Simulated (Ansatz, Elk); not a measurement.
**How far do independent atoms describe Nb2BC?**

The structure of Nb2BC used here is made up (a known structure type with other elements) and was relaxed beforehand with PBEsol. The aim is the Fourier transform of its all-electron density, F(hkl), set beside the sum over free spherical atoms that refinements use.

Program: Elk 11.2.3 (patched build). Level of theory: DFT, PBE, all-electron APW+lo, Dirac cores, scalar-relativistic bands, static density, no spin. Results are calculated unless marked as measured.

This account leaves out most program logs.

The structure was built from a prototype and need not be the compound's stable phase.

**1. The structure**

Symmetry: P6_3/mmc, No. 194, hexagonal system. The conventional cell has a = 3.151 Å, b = 3.151 Å, c = 11.066 Å, α = 90.00°, β = 90.00°, γ = 120.00°. Nb has 3 C at 2.20 Å and 3 B at 2.38 Å nearest. Nearest to C lie 6 Nb at 2.20 Å. Nearest to B lie 6 Nb at 2.38 Å. Farther neighbours are not listed.

**2. Ground state and structure factors**

An all-electron density is needed, since X-rays see the cores too. Task 0 finds the density and task 195 Fourier-transforms it; tshift is off so that phases refer to the origin typed.

elk.in reads:

```
tasks
  0
  195

xctype
  20

spinpol
  .false.

rgkmax
  7.0

gmaxvr
  14.0

lmaxo
  7

lmaxapw
  8

swidth
  0.002

tshift
  .false.

ramdisk
  .false.

hmaxvr
  5.5

maxscl
  120

epspot
  1e-06

sppath
  './'

avec
  5.95385893768 -0.00000000000 0.00000000000
  -2.97692946884 5.15619309058 0.00000000000
  0.00000000000 0.00000000000 20.91198670610

atoms
  3
  'Nb.in'
  4
  0.6666666667 0.3333333333 0.6116486335   0.000000 0.000000 0.000000
  0.3333333333 0.6666666667 0.3883513665   0.000000 0.000000 0.000000
  0.3333333333 0.6666666667 0.1116486335   0.000000 0.000000 0.000000
  0.6666666667 0.3333333333 0.8883513665   0.000000 0.000000 0.000000
  'C.in'
  2
  0.0000000000 -0.0000000000 0.5000000000   0.000000 0.000000 0.000000
  0.0000000000 -0.0000000000 0.0000000000   0.000000 0.000000 0.000000
  'B.in'
  2
  0.3333333333 0.6666666667 0.7500000000   0.000000 0.000000 0.000000
  0.6666666667 0.3333333333 0.2500000000   0.000000 0.000000 0.000000

ngridk
  8 8 2
```

The run is started by

```
> OMP_NUM_THREADS=4 elk
```

Run time: 55 s. Hardware: 4 threads of Arm Neoverse V1, shared host; peak memory 0.22 GiB.

SFACRHO.OUT:

```text

h k l indices transformed by vhmat matrix:
   1.000000000       0.000000000       0.000000000    
   0.000000000       1.000000000       0.000000000    
   0.000000000       0.000000000       1.000000000    

      h      k      l  multipl.   |H|            Re(F)            Im(F)           |F|

      0      0      0      1   0.0000000       186.00000      0.17495379E-15   186.00000    
      0      0     -1      2  0.30045855      0.28568191E-13 -0.11136616E-14  0.28589889E-13
      0      0     -2      2  0.60091711       27.473038     -0.83018201E-15   27.473038    
      0      0     -3      2  0.90137566      0.74674967E-13 -0.19489079E-14  0.74700394E-13
      0      0      4      2   1.2018342      -110.22034     -0.61676548E-14   110.22034    
      0     -1      0      6   1.2185706      -60.900768      0.27841541E-15   60.900768    
      1     -1      1      6   1.2550656       67.734988     -0.27841541E-13   67.734988    
      1      0      1      6   1.2550656      -67.734988      0.16287302E-13   67.734988    
      0     -1     -2      6   1.3586816     -0.25864057      0.27841541E-14  0.25864057    
      0      1     -2      6   1.3586816     -0.25864057      0.36194004E-14  0.25864057    
      0      0      5      2   1.5022928     -0.71691253E-13  0.89092932E-14  0.72242725E-13
      1     -1      3      6   1.5157151       96.009880     -0.49557943E-13   96.009880    
      0     -1      3      6   1.5157151      -96.009880      0.59859314E-14   96.009880    
      1      0     -4      6   1.7115256       59.296325     -0.72388007E-14   59.296325    
      0      1     -4      6   1.7115256       59.296325      0.13920771E-14   59.296325    
      0      0     -6      2   1.8027513      -54.315970      0.27792175E-14   54.315970    
      1     -1     -5      6   1.9343727       38.062966     -0.32296188E-13   38.062966    
      0     -1     -5      6   1.9343727      -38.062966     -0.96053317E-14   38.062966
```

Elk indexes on the primitive cell of elk.in and gives |H| = 4π sin θ/λ in inverse bohr. Below, one row stands for each form hkl of the conventional cell (m members, Friedel mates merged), F is for one primitive cell and the density is static (no thermal factor). Free-atom factors are Waasmaier and Kirfel's, and R is Σm||F|−|F'||/Σm|F|.

| hkl | m | sin θ/λ (Å⁻¹) | abs F, DFT | neutral atoms | diff. |
| --- | --- | --- | --- | --- | --- |
| 001 | 2 | 0.045 | 0.000 | 0.000 | +0.000 |
| 002 | 2 | 0.090 | 27.473 | 27.570 | -0.097 |
| 003 | 2 | 0.136 | 0.000 | 0.000 | +0.000 |
| 004 | 2 | 0.181 | 110.220 | 112.168 | -1.948 |
| 100 | 6 | 0.183 | 60.901 | 61.579 | -0.678 |
| 101 | 12 | 0.189 | 67.735 | 68.584 | -0.849 |
| 102 | 12 | 0.204 | 0.259 | 1.065 | -0.806 |
| 005 | 2 | 0.226 | 0.000 | 0.000 | +0.000 |
| 103 | 12 | 0.228 | 96.010 | 96.496 | -0.487 |
| 104 | 12 | 0.257 | 59.296 | 59.383 | -0.087 |
| 006 | 2 | 0.271 | 54.316 | 54.651 | -0.334 |
| 105 | 12 | 0.291 | 38.063 | 38.336 | -0.273 |
| 007 | 2 | 0.316 | 0.000 | 0.000 | +0.000 |
| 110 | 6 | 0.317 | 116.931 | 116.581 | +0.350 |
| 111 | 12 | 0.321 | 0.000 | 0.000 | +0.000 |
| 106 | 12 | 0.327 | 32.114 | 32.162 | -0.048 |
| 112 | 12 | 0.330 | 18.563 | 18.566 | -0.002 |
| 113 | 12 | 0.345 | 0.000 | 0.000 | +0.000 |
| 008 | 2 | 0.361 | 87.335 | 87.146 | +0.189 |
| 114 | 12 | 0.365 | 88.108 | 87.509 | +0.599 |
| 107 | 12 | 0.365 | 83.087 | 82.542 | +0.545 |
| 200 | 6 | 0.366 | 48.159 | 47.905 | +0.254 |

**3. The highest occupied states alone**

An energy window below the Fermi level keeps the highest occupied states, to see at which angles they scatter; shallow core shells can lie inside it and anion s states outside. No new self-consistency is needed.

elk.in: that of step 2 with these lines changed.

```diff
@@ -1,3 +1,2 @@
 tasks
-  0
   195
@@ -40,2 +39,5 @@
 
+wsfac
+  0.062380 0.729870
+
 sppath
```

The run is started by

```
> OMP_NUM_THREADS=4 elk
```

Run time: 15 s. Hardware: 4 threads; peak memory 0.16 GiB.

States within 10 eV below the Fermi level hold 30.00 electrons; any levels below the window count with the cores. Their amplitudes can exceed the total, where window and core parts have opposite phase:

| hkl | sin θ/λ (Å⁻¹) | abs F, window | abs F, all |
| --- | --- | --- | --- |
| 001 | 0.045 | 0.000 | 0.000 |
| 002 | 0.090 | 1.183 | 27.473 |
| 003 | 0.136 | 0.000 | 0.000 |
| 004 | 0.181 | 1.610 | 110.220 |
| 100 | 0.183 | 0.448 | 60.901 |
| 101 | 0.189 | 0.042 | 67.735 |
| 102 | 0.204 | 2.999 | 0.259 |
| 005 | 0.226 | 0.000 | 0.000 |
| 103 | 0.228 | 2.304 | 96.010 |
| 104 | 0.257 | 1.464 | 59.296 |

**4. Another functional**

The difference from free atoms is small, so it is set against the change that PBEsol makes.

elk.in: that of step 3 with these lines changed.

```diff
@@ -1,2 +1,3 @@
 tasks
+  0
   195
@@ -4,3 +5,3 @@
 xctype
-  20
+  22
 
@@ -39,5 +40,2 @@
 
-wsfac
-  0.062380 0.729870
-
 sppath
```

The run is started by

```
> OMP_NUM_THREADS=4 elk
```

The job ended after 53 s (4 threads; peak memory 0.23 GiB).

Against the first run R = 0.02 %; the largest change is +0.046 at 004.

**5. A coarser k-mesh**

About half the k-points along each axis test the sampling.

elk.in: that of step 4 with these lines changed.

```diff
@@ -5,3 +5,3 @@
 xctype
-  22
+  20
 
@@ -66,2 +66,2 @@
 ngridk
-  8 8 2
+  4 4 1
```

The run is started by

```
> OMP_NUM_THREADS=4 elk
```

The job ended after 28 s (4 threads; peak memory 0.26 GiB).

Against the first run R = 0.01 %; the largest change is -0.052 at 006.

**6. Settings against the effect**

| run | R against the first run (%) | R against neutral atoms, low angle (%) | wall time |
| --- | --- | --- | --- |
| PBE, rgkmax 7 | 0.00 | 1.00 | 55 s |
| PBEsol | 0.02 | 1.00 | 53 s |
| k-mesh 4×4×1 | 0.01 | 1.00 | 28 s |

**7. Results**

| Property | Result |
| --- | --- |
| R against neutral atoms, sin θ/λ < 0.3 Å⁻¹ | 1.00 % |
| R against neutral atoms, 0.3 to 0.83 Å⁻¹ | 0.33 % |

What this shows: Independent neutral atoms miss the calculated amplitudes by R = 1.00 % below 0.3 Å⁻¹ and 0.33 % from there to 0.83 Å⁻¹; by shells, 0.35 % below 0.15 Å⁻¹ (1 form), 1.01 % 0.15 to 0.3 (8 forms), 0.58 % 0.3 to 0.45 (15 forms), 0.29 % above 0.45 (88 forms). Bonding, aspherical density and the tables' own atoms all enter these figures, and the runs don't part them. The largest change of an amplitude is -1.95 electrons, at 004. Weak lines can change much in proportion: 102 goes from 1.06 to 0.26. The window's part falls from 30.0 electrons at the origin to at most 0.18 between 0.45 and 0.83 Å⁻¹. Below 0.3 Å⁻¹ the changes that finished (PBEsol and k-mesh 4×4×1) move F by R = 0.05 % at most, against the 1.00 % that separates it from free atoms. The basis has no finished test. These runs have no spin, though d or f shells may be open. Part of the difference isn't bonding: the tables are fits to free atoms and ions calculated by other methods than this functional. Thermal motion, anomalous dispersion and extinction are left out.

[Logs are printed without paths, hosts, clocks, repeated set-up lines and the standing remarks that a program may print on its own settings, such as how far it seeks lower states.]

[Hosts, paths, dates, database ids (printed as entryN), source tags and the programs' standing remarks are cut or masked in the printed files.]
